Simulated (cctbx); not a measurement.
## Symmetry from intensities

Cell: a = 11.2050 Å, b = 11.2050 Å, c = 17.0670 Å, α = 90.00°, β = 90.00°, γ = 90.00°. Expected content of the cell: Nd44 Ge32 Ti8.

Simulated single-crystal data (cctbx): Cu Kα, λ = 1.54184 Å, to d = 0.83 Å, 95 % of the full sphere, strongest reflection 5000 counts, noise from counting, a 1.5 % proportional error and a noise floor of 2 counts (s.d.); no absorption.

A first pass over the reflections prints:

```text
14951 reflections to d = 0.830 A
centring   violations  <I/sigma> of those
    A       2497 of  7445      4.1
    B       2478 of  7422      4.1
    C       2783 of  7443      4.6
    I          0 of  7463     -0.0
    R       3415 of  9979      4.3
    F       3879 of 11155      4.2
Laue class    unique    Rint  (classes that these axes allow; Friedel mates merged)
I 1 2/m 1        2076   0.046
I 1 1 2/m        2042   0.047
I 2/m 1 1        2076   0.047
I m m m          1134   0.050
I 4/m            1026   0.051
I 4/m m m         610   0.052
space group    extra absences  I>4sigma  <I/sigma>
I 4 2 2                 0          0         -  acentric
I 4 m m                 0          0         -  acentric
I -4 m 2                0          0         -  acentric
I -4 2 m                0          0         -  acentric
I 4/m m m               0          0         -  centric
Wilson B = 1.25 A^2   <|E^2-1|> = 0.850 (0.968 centric, 0.736 acentric)   E^2>4: 2.7 %
shell (A)         n   <I/sigma>
 9.37 - 1.66     92     39.8
 1.66 - 1.32     79     35.8
 1.32 - 1.15     73     32.8
 1.15 - 1.05     76     27.9
 1.05 - 0.97     70     22.8
 0.97 - 0.91     80     26.0
 0.91 - 0.87     69     25.6
 0.87 - 0.83     71     19.3
```

Q: Read the symmetry from these tables.

The reflections that I centring forbids are absent (⟨I/σ⟩ near 0), so the lattice is I.

Rint stays low (0.046 to 0.052) up to I 4/m m m, the highest class in these axes.

5 settings pass the absence test. No glide or screw absences show, which leaves I 4 2 2, I 4 m m, I -4 m 2, I -4 2 m and I 4/m m m.

⟨|E²−1|⟩ = 0.850 lies between the two ideal values. The Wilson B of 1.25 Å² means U ≈ 0.0158 Å².

The true group is I4/mmm (no. 139), Laue class 4/mmm, centrosymmetric. The tables only narrow the choice to the tied entries; cell content, site symmetry and trial solutions must settle it.

The model is made up (kin elements in a known structure type, no relaxation), so it says nothing on whether the phase exists.

[Logs are printed without paths, hosts, clocks, repeated set-up lines and the standing remarks that a program may print on its own settings, such as how far it seeks lower states.]
